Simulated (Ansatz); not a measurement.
# Work function of bcc Li face by face (PBE)

Does the work function of Li follow how densely a face is packed?

All values are computed: Ansatz 0.2.0, PBE, plane waves, scalar-relativistic unless marked; slabs or sheets with vacuum, the vacuum level from the planar mean of the electrostatic potential.

| face | atoms in the slab | top-layer atoms per Å² | work function (eV) |
| --- | --- | --- | --- |
| (111) | 12 | 0.047 | 2.91 |
| (211) | 8 | 0.066 | 2.98 |

The densest face listed is +0.07 eV against the most open one. That fits Smoluchowski's order, though a step this small is near the scatter of thin slabs: on an open face electrons flow from the ridges into the troughs, which leaves a dipole with its positive end outwards and lowers the barrier.

The slabs are 1×1 cuts on the parent's lattice, 9.4 to 11.0 Å between the outer relaxed layers. Two faces can't establish a trend.
